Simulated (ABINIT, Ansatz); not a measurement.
**Quasiparticle gap of YSF (P4/nmm) in ABINIT**

Aim: the G0W0 gap of YSF (P4/nmm) on LDA, step by step.

Program: ABINIT 10.8.3. Level of theory: LDA and many-body steps on it, plane waves. Results are calculated unless marked as measured.

## Step 1: The structure

It takes space group P4/nmm (No. 129, tetragonal). Conventional cell: a = 3.773 Å, b = 3.773 Å, c = 6.827 Å, α = 90.00°, β = 90.00°, γ = 90.00°. Nearest to Y lie 4 F at 2.44 Å and 5 S at 2.81 to 2.86 Å. Nearest to S lie 5 Y at 2.81 to 2.86 Å. F has 4 Y at 2.44 Å nearest. Farther neighbours and most contacts between anions are not listed.

The cell and positions are those that the Materials Project relaxed with its own functionals (PBE, PBE+U or r2SCAN), kept fixed.

## Step 2: Ground state

This step: ABINIT 10.8.3; DFT, LDA, plane waves, norm-conserving pseudopotentials.

The ground-state density comes first.

run.abi

```
acell 3*1.0 Angstrom
rprim 
  3.772985040000 0.000000000000 0.000000000000
  0.000000000000 3.772985040000 0.000000000000
  0.000000000000 0.000000000000 6.826667120000
ntypat 3
znucl 39 16 9
natom 6
typat 1 1 2 2 3 3
xred 
  0.000000000000 0.500000000000 0.227228020000
  0.500000000000 0.000000000000 0.772771980000
  0.000000000000 0.500000000000 0.645567190000
  0.500000000000 0.000000000000 0.354432810000
  0.000000000000 0.000000000000 0.000000000000
  0.500000000000 0.500000000000 0.000000000000
pp_dirpath "pseudos"
pseudos "Y.upf, S.upf, F.upf"
ecut 36
ngkpt 6 6 4
nshiftk 1
shiftk 0 0 0
kptopt 1
chksymbreak 0
nband 31
occopt 1
tolvrs 1e-10
nstep 60
prtwf 0
optforces 0
optstress 0
indata_prefix "in"
outdata_prefix "out"
tmpdata_prefix "tmp"
```

Command:

```
$ OMP_NUM_THREADS=1 mpirun -n 8 abinit run.abi > log
```

Numbers of over 12 decimals in the logs are rounded to 6 here.

The program printed:

```text
.Version 10.8.3 of ABINIT. v10.8.2 released Aug 2026.

 Symmetries : space group P4/n m m (#129); Bravais tP (primitive tetrag.)
================================================================================
 Values of the parameters that define the memory need of the present run
     intxc =       0    ionmov =       0      iscf =       7    lmnmax =       6
     lnmax =       6     mgfft =      72  mpssoang =       3    mqgrid =    3485
     natom =       6  nloc_mem =       1    nspden =       1   nspinor =       1
    nsppol =       1      nsym =      16    n1xccc =    2501    ntypat =       3
    occopt =       1   xclevel =       1
-    mband =          31        mffmem =           1         mkmem =           4
       mpw =        6795          nfft =      115200          nkpt =          30
================================================================================
  Rough estimation (10% accuracy) of disk space for files :
================================================================================

--------------------------------------------------------------------------------
------------- Echo of variables that govern the present computation ------------
--------------------------------------------------------------------------------
 -outvars: echo values of preprocessed input variables --------
            acell      1.8897261259E+00  1.8897261259E+00  1.8897261259E+00 Bohr

      chksymbreak           0
             ecut      3.60000000E+01 Hartree
-          fftalg         312

              ixc       -1012
              kpt      0.00000000E+00  0.00000000E+00  0.00000000E+00
                       1.66666667E-01  0.00000000E+00  0.00000000E+00
                       3.33333333E-01  0.00000000E+00  0.00000000E+00
                       5.00000000E-01  0.00000000E+00  0.00000000E+00
                       1.66666667E-01  1.66666667E-01  0.00000000E+00
                       3.33333333E-01  1.66666667E-01  0.00000000E+00
                       5.00000000E-01  1.66666667E-01  0.00000000E+00
                       3.33333333E-01  3.33333333E-01  0.00000000E+00
                       5.00000000E-01  3.33333333E-01  0.00000000E+00
   [... 19 further rows ...]
                       5.00000000E-01  3.33333333E-01  5.00000000E-01
                       5.00000000E-01  5.00000000E-01  5.00000000E-01
         kptrlatt        6    0    0      0    6    0      0    0    4
          kptrlen      4.27794504E+01
P           mkmem           4
            natom           6
            nband          31
            ngfft          40      40      72
             nkpt          30
            nstep          60
             nsym          16
           ntypat           3
              occ      2.000000  2.000000  2.000000  2.000000  2.000000  2.000000
                       2.000000  2.000000  2.000000  2.000000  2.000000  2.000000
                       2.000000  2.000000  2.000000  2.000000  2.000000  2.000000
                       2.000000  2.000000  2.000000  2.000000  2.000000  2.000000
                       0.000000  0.000000  0.000000  0.000000  0.000000  0.000000
                       0.000000
        optforces           0
        optstress           0
            prtwf           0
            rprim      3.7729850400E+00  0.0000000000E+00  0.0000000000E+00
[...]
spgroup         129

           tolvrs      1.00000000E-10

             xred      0.0000000000E+00  5.0000000000E-01  2.2722802000E-01
[...]
znucl       39.00000   16.00000    9.00000

================================================================================

 chkinp: Checking input parameters for consistency.

================================================================================
== DATASET  1 ==================================================================
-   mpi_nproc: 8, omp_nthreads: 1 (-1 if OMP is not activated)

--- !DatasetInfo
iteration_state: {dtset: 1, }
dimensions: {natom: 6, nkpt: 30, mband: 31, nsppol: 1, nspinor: 1, nspden: 1, mpw: 6795, }
cutoff_energies: {ecut:  36.0, pawecutdg:  -1.0, }
electrons: {nelect:   4.80000000E+01, charge:   0.00000000E+00, occopt:   1.00000000E+00, tsmear:   1.00000000E-02, }

 Real(R)+Recip(G) space primitive vectors, cartesian coordinates (Bohr,Bohr^-1):
 R(1)=  7.1299084  0.0000000  0.0000000  G(1)=  0.1402543  0.0000000  0.0000000
 R(2)=  0.0000000  7.1299084  0.0000000  G(2)=  0.0000000  0.1402543  0.0000000
 R(3)=  0.0000000  0.0000000 12.9005312  G(3)=  0.0000000  0.0000000  0.0775162
 Unit cell volume ucvol=  6.5580616E+02 bohr^3
 Angles (23,13,12)=  9.00000000E+01  9.00000000E+01  9.00000000E+01 degrees

 getcut: wavevector=  0.0000  0.0000  0.0000  ngfft=  40  40  72
         ecut(hartree)=     36.000   => boxcut(ratio)=   2.06637

--- Pseudopotential description ------------------------------------------------
- Y Generated using ONCVPSP code by D. R. Hamann
- 39.00000  11.00000  180309                  znucl, zion, pspdat
12 -1012 2 -1 1724                            pspcod,pspxc,lmax,lloc,mmax
     nproj     2     2     2
  pspatm : epsatm=   18.49213021
         --- l  ekb(1:nproj) -->
[...]
pspatm: atomic psp has been read  and splines computed

- S Generated using ONCVPSP code by D. R. Hamann
- 16.00000   6.00000  180309                  znucl, zion, pspdat
12 -1012 2 -1 1132                            pspcod,pspxc,lmax,lloc,mmax
     nproj     2     2     2
  pspatm : epsatm=    8.64647033
         --- l  ekb(1:nproj) -->
[...]
pspatm: atomic psp has been read  and splines computed

- F Generated using ONCVPSP code by D. R. Hamann
-  9.00000   7.00000  201202                  znucl, zion, pspdat
12 -1012 2 -1 824                             pspcod,pspxc,lmax,lloc,mmax
     nproj     2     2     1
  pspatm : epsatm=    4.94580260
         --- l  ekb(1:nproj) -->
[...]
2   -2.364936
 pspatm: atomic psp has been read  and splines computed

   3.08010270E+03                                ecore*ucvol(ha*bohr**3)
--------------------------------------------------------------------------------

_setup2: Arith. and geom. avg. npw (full set) are    6767.049    6767.038

================================================================================

--- !BeginCycle
iteration_state: {dtset: 1, }
solver: {iscf: 7, nstep: 60, nline: 4, wfoptalg: 0, }
tolerances: {tolvrs: 1.00E-10, }

     iter   Etot(hartree)      deltaE(h)  residm     vres2
 ETOT  1  -153.25934851225    -1.533E+02 8.591E-02 5.506E+02
 ETOT  2  -153.34902130150    -8.967E-02 2.597E-02 4.357E+02
 ETOT  3  -153.49678663757    -1.478E-01 7.741E-03 4.284E+01
 ETOT  4  -153.50516193897    -8.375E-03 3.584E-03 1.218E+00
 ETOT  5  -153.50532252418    -1.606E-04 1.138E-03 1.045E-01
 ETOT  6  -153.50533927338    -1.675E-05 1.047E-03 1.506E-02
 ETOT  7  -153.50533993148    -6.581E-07 5.139E-04 1.142E-03
 ETOT  8  -153.50533997240    -4.092E-08 5.425E-04 6.564E-05
 ETOT  9  -153.50533997566    -3.259E-09 2.844E-04 2.074E-07
 ETOT 10  -153.50533997570    -3.601E-11 3.559E-04 4.477E-09
 ETOT 11  -153.50533997568     1.270E-11 1.660E-04 3.621E-11

 At SCF step   11       vres2   =  3.62E-11 < tolvrs=  1.00E-10 =>converged.

--- !ResultsGS
iteration_state: {dtset: 1, }
comment   : Summary of ground state results
lattice_vectors:
- [  7.1299084,   0.0000000,   0.0000000, ]
- [  0.0000000,   7.1299084,   0.0000000, ]
- [  0.0000000,   0.0000000,  12.9005312, ]
lattice_lengths: [   7.12991,    7.12991,   12.90053, ]
lattice_angles: [ 90.000,  90.000,  90.000, ] # degrees, (23, 13, 12)
lattice_volume:   6.5580616E+02
convergence: {deltae:  1.270E-11, res2:  3.621E-11, residm:  1.660E-04, diffor:  0.000E+00, }
etotal    :  -1.53505340E+02
entropy   :   0.00000000E+00
fermie    :   2.51366274E-01
cartesian_stress_tensor: null
pressure_GPa: null
xred      :
- [  0.0000E+00,   5.0000E-01,   2.2723E-01,  Y]
- [  5.0000E-01,   0.0000E+00,   7.7277E-01,  Y]
- [  0.0000E+00,   5.0000E-01,   6.4557E-01,  S]
- [  5.0000E-01,   0.0000E+00,   3.5443E-01,  S]
- [  0.0000E+00,   0.0000E+00,   0.0000E+00,  F]
- [  5.0000E-01,   5.0000E-01,   0.0000E+00,  F]
cartesian_forces: null
force_length_stats: {min: null, max: null, mean: null, }

 Integrated electronic density in atomic spheres:
 ------------------------------------------------
 Atom  Sphere_radius  Integrated_density
[...]
================================================================================

 ----iterations are completed or convergence reached----

 Mean square residual over all n,k,spin=   12.656E-07; max=  16.604E-05
 reduced coordinates (array xred) for    6 atoms
[...]
0.500000000000      0.000000000000      0.772771980000
       0.000000000000      0.500000000000      0.645567190000
       0.500000000000      0.000000000000      0.354432810000
       0.000000000000      0.000000000000      0.000000000000
       0.500000000000      0.500000000000      0.000000000000
 rms dE/dt=  0.0000E+00; max dE/dt=  0.0000E+00; dE/dt below (all hartree)
    1       0.000000000000      0.000000000000      0.000000000000
    2       0.000000000000      0.000000000000      0.000000000000
    3       0.000000000000      0.000000000000      0.000000000000
    4       0.000000000000      0.000000000000      0.000000000000
    5       0.000000000000      0.000000000000      0.000000000000
    6       0.000000000000      0.000000000000      0.000000000000

 cartesian coordinates (angstrom) at end:
    1      0.000000     1.886493     1.551210
    2      1.886493     0.000000     5.275457
    3      0.000000     1.886493     4.407072
    4      1.886493     0.000000     2.419595
    5      0.000000     0.000000     0.000000
    6      1.886493     1.886493     0.000000
 length scales=  1.889726125908  1.889726125908  1.889726125908 bohr
              =  1.000000000000  1.000000000000  1.000000000000 angstroms
 prteigrs : about to open file out_EIG
 Fermi (or HOMO) energy (hartree) =   0.25137   Average Vxc (hartree)=  -0.41253
 Eigenvalues (hartree) for nkpt=  30  k points:
 kpt#   1, nband= 31, wtk=  0.00694, kpt=  0.0000  0.0000  0.0000 (reduced coord)
  -1.28627   -1.28562   -0.64268   -0.59924   -0.55072   -0.55021   -0.55021   -0.54836
  -0.54836   -0.53097   -0.18944   -0.15635    0.01483    0.01483    0.03017    0.03519
   0.08196    0.08196    0.14180    0.18999    0.18999    0.24237    0.25137    0.25137
   0.29445    0.35871    0.38468    0.38476    0.40317    0.40571    0.44437
 prteigrs : prtvol=0 or 1, do not print more k-points.

--- !EnergyTerms
iteration_state     : {dtset: 1, }
comment             : Components of total free energy in Hartree
kinetic             :  6.30072245017013E+01
hartree             :  3.21328098317907E+01
xc                  : -3.31403643872562E+01
Ewald energy        : -1.13406344562258E+02
psp_core            :  4.69666628120647E+00
local_psp           : -1.12932507442816E+02
non_local_psp       :  6.13717580194886E+00
total_energy        : -1.53505339975683E+02
total_energy_eV     : -4.17709309689894E+03
band_energy         : -1.21384687149704E+01

== END DATASET(S) ==============================================================
================================================================================

 -outvars: echo values of variables after computation  --------
           etotal     -1.5350533998E+02
            nband          31
             nkpt          30
          spgroup         129
 [... the other variables as echoed above ...]

 Calculation completed.
```

The job ended after 40 s (8 MPI ranks of Arm Neoverse V1, shared host; peak memory 0.74 GiB).

This step gave:

```
total energy               : -4177.0931 eV
gap                        : 1.172 eV
k of the valence top       : 0, 0, 0
k of the conduction bottom : 0, 0, 0
least direct gap           : 1.172 eV
```

The gap is direct, at Γ.

## Step 3: Empty states on the mesh, 4×4×2 mesh, 344 bands

The sums over transitions need many empty states on a uniform mesh; this step solves for them.

Edit run.abi of step 2 so:

```diff
@@ -19,3 +19,3 @@
 ecut 36
-ngkpt 6 6 4
+ngkpt 4 4 2
 nshiftk 1
@@ -24,9 +24,10 @@
 chksymbreak 0
-nband 31
-occopt 1
-tolvrs 1e-10
+iscf -2
+irdden 1
+istwfk *1
+nband 344
+nbdbuf 30
+tolwfr 1e-09
 nstep 60
-prtwf 0
-optforces 0
-optstress 0
+prtvol 0
 indata_prefix "in"
```

The program printed:

```text
.Version 10.8.3 of ABINIT. v10.8.2 released Aug 2026.

 Symmetries : space group P4/n m m (#129); Bravais tP (primitive tetrag.)
[... echo of the input left out ...]
== DATASET  1 ==================================================================
-   mpi_nproc: 8, omp_nthreads: 1 (-1 if OMP is not activated)
-    --> not optimal distribution: autoparal keyword recommended in input file <--

--- !DatasetInfo
iteration_state: {dtset: 1, }
dimensions: {natom: 6, nkpt: 12, mband: 344, nsppol: 1, nspinor: 1, nspden: 1, mpw: 6802, }
cutoff_energies: {ecut:  36.0, pawecutdg:  -1.0, }
electrons: {nelect:   4.80000000E+01, charge:   0.00000000E+00, occopt:   1.00000000E+00, tsmear:   1.00000000E-02, }

 Real(R)+Recip(G) space primitive vectors, cartesian coordinates (Bohr,Bohr^-1):
 R(1)=  7.1299084  0.0000000  0.0000000  G(1)=  0.1402543  0.0000000  0.0000000
 R(2)=  0.0000000  7.1299084  0.0000000  G(2)=  0.0000000  0.1402543  0.0000000
 R(3)=  0.0000000  0.0000000 12.9005312  G(3)=  0.0000000  0.0000000  0.0775162
 Unit cell volume ucvol=  6.5580616E+02 bohr^3
 Angles (23,13,12)=  9.00000000E+01  9.00000000E+01  9.00000000E+01 degrees

 getcut: wavevector=  0.0000  0.0000  0.0000  ngfft=  40  40  72
         ecut(hartree)=     36.000   => boxcut(ratio)=   2.06637

--- Pseudopotential description ------------------------------------------------
- Y Generated using ONCVPSP code by D. R. Hamann
- 39.00000  11.00000  180309                  znucl, zion, pspdat
12 -1012 2 -1 1724                            pspcod,pspxc,lmax,lloc,mmax
     nproj     2     2     2
  pspatm : epsatm=   18.49213021
         --- l  ekb(1:nproj) -->
             0   10.120424    0.869710
             1    5.584292    0.424948
             2    1.196176    0.310479
 pspatm: atomic psp has been read  and splines computed

- S Generated using ONCVPSP code by D. R. Hamann
- 16.00000   6.00000  180309                  znucl, zion, pspdat
12 -1012 2 -1 1132                            pspcod,pspxc,lmax,lloc,mmax
     nproj     2     2     2
  pspatm : epsatm=    8.64647033
         --- l  ekb(1:nproj) -->
[...]
pspatm: atomic psp has been read  and splines computed

- F Generated using ONCVPSP code by D. R. Hamann
-  9.00000   7.00000  201202                  znucl, zion, pspdat
12 -1012 2 -1 824                             pspcod,pspxc,lmax,lloc,mmax
     nproj     2     2     1
  pspatm : epsatm=    4.94580260
         --- l  ekb(1:nproj) -->
[...]
2   -2.364936
 pspatm: atomic psp has been read  and splines computed

--------------------------------------------------------------------------------

================================================================================
 prteigrs : about to open file out_EIG
 Non-SCF case, kpt    1 (  0.00000  0.00000  0.00000), residuals and eigenvalues=
  1.79E-10  1.73E-10  6.37E-11  6.89E-11  1.74E-10  1.92E-10  3.49E-10  1.97E-10
  2.52E-10  2.40E-10  1.53E-10  1.95E-10  1.40E-10  2.98E-10  2.78E-10  4.22E-10
  2.48E-10  7.34E-10  7.41E-11  5.47E-11  9.56E-11  7.42E-11  6.37E-11  8.51E-11
[...]
-1.2863E+00 -1.2856E+00 -6.4268E-01 -5.9924E-01 -5.5072E-01 -5.5021E-01
 -5.5021E-01 -5.4836E-01 -5.4836E-01 -5.3097E-01 -1.8944E-01 -1.5635E-01
  1.4825E-02  1.4825E-02  3.0166E-02  3.5187E-02  8.1955E-02  8.1955E-02
[...]
4.3995E+00  4.4059E+00  4.4115E+00  4.4202E+00  4.4357E+00  4.4358E+00
  4.4360E+00  4.4361E+00  4.4628E+00  4.4656E+00  4.4723E+00  4.4748E+00
  4.4924E+00  4.5016E+00
 prteigrs : prtvol=0 or 1, do not print more k-points.

--- !ResultsGS
iteration_state: {dtset: 1, }
comment   : Summary of ground state results
lattice_vectors:
- [  7.1299084,   0.0000000,   0.0000000, ]
- [  0.0000000,   7.1299084,   0.0000000, ]
- [  0.0000000,   0.0000000,  12.9005312, ]
lattice_lengths: [   7.12991,    7.12991,   12.90053, ]
lattice_angles: [ 90.000,  90.000,  90.000, ] # degrees, (23, 13, 12)
lattice_volume:   6.5580616E+02
convergence: {deltae:  0.000E+00, res2:  0.000E+00, residm:  9.982E-10, diffor:  0.000E+00, }
etotal    :  -1.53505340E+02
entropy   :   0.00000000E+00
fermie    :   2.51366274E-01
cartesian_stress_tensor: null
pressure_GPa: null
xred      :
- [  0.0000E+00,   5.0000E-01,   2.2723E-01,  Y]
- [  5.0000E-01,   0.0000E+00,   7.7277E-01,  Y]
- [  0.0000E+00,   5.0000E-01,   6.4557E-01,  S]
- [  5.0000E-01,   0.0000E+00,   3.5443E-01,  S]
- [  0.0000E+00,   0.0000E+00,   0.0000E+00,  F]
- [  5.0000E-01,   5.0000E-01,   0.0000E+00,  F]
cartesian_forces: null
force_length_stats: {min: null, max: null, mean: null, }

 Integrated electronic density in atomic spheres:
 ------------------------------------------------
 Atom  Sphere_radius  Integrated_density
[...]
================================================================================

 ----iterations are completed or convergence reached----

 Mean square residual over all n,k,spin=   33.656E-11; max=  99.825E-11
 reduced coordinates (array xred) for    6 atoms
[...]
0.000000000000      0.000000000000      0.000000000000
       0.500000000000      0.500000000000      0.000000000000

 cartesian coordinates (angstrom) at end:
    1      0.000000     1.886493     1.551210
    2      1.886493     0.000000     5.275457
    3      0.000000     1.886493     4.407072
    4      1.886493     0.000000     2.419595
    5      0.000000     0.000000     0.000000
    6      1.886493     1.886493     0.000000
 length scales=  1.889726125908  1.889726125908  1.889726125908 bohr
              =  1.000000000000  1.000000000000  1.000000000000 angstroms
 prteigrs : about to open file out_EIG
 Eigenvalues (hartree) for nkpt=  12  k points:
 kpt#   1, nband=344, wtk=  0.03125, kpt=  0.0000  0.0000  0.0000 (reduced coord)
[...]
4.37968    4.37968    4.39949    4.40586    4.41150    4.42015    4.43574    4.43579
   4.43595    4.43610    4.46279    4.46555    4.47232    4.47479    4.49241    4.50165
 prteigrs : prtvol=0 or 1, do not print more k-points.

== END DATASET(S) ==============================================================
================================================================================

 -outvars: echo values of variables after computation  --------
            nband         344
             nkpt          12
          spgroup         129
 [... the other variables as echoed above ...]

 Calculation completed.
```

Wall time 4.9 min (8 MPI ranks); peak memory 1 GiB.

Numbers from this step:

- gap: 1.172 eV
- k of the valence top: 0, 0, 0
- k of the conduction bottom: 0, 0, 0
- least direct gap: 1.172 eV
- k points computed: 12
- lowest point of the top converged band, above the valence top: 106.4259 eV

On this mesh the gap is 1.172 eV.

(Part 1 of 2 ends here.)

[Paths, hosts, dates, memory and timing lines, banners, echoed tables and standing remarks are left out of the program output.]

[Logs are printed without paths, hosts, clocks, repeated set-up lines and the standing remarks that a program may print on its own settings, such as how far it seeks lower states.]

[Runs of the session that timed out or met a known fault of the program may be left out.]

[Hosts, paths, dates, database ids (printed as entryN), source tags and the programs' standing remarks are cut or masked in the printed files.]

[G0W0 gaps are taken among the corrected bands and points alone; a level outside them can change the order at an edge.]

[Where Ansatz stands beside ABINIT at settings called matched, ABINIT's density can come from a denser mesh and the files from another edition; pairs whose starting gaps differed by over 0.03 eV were left out, so agreement reads better than it is.]
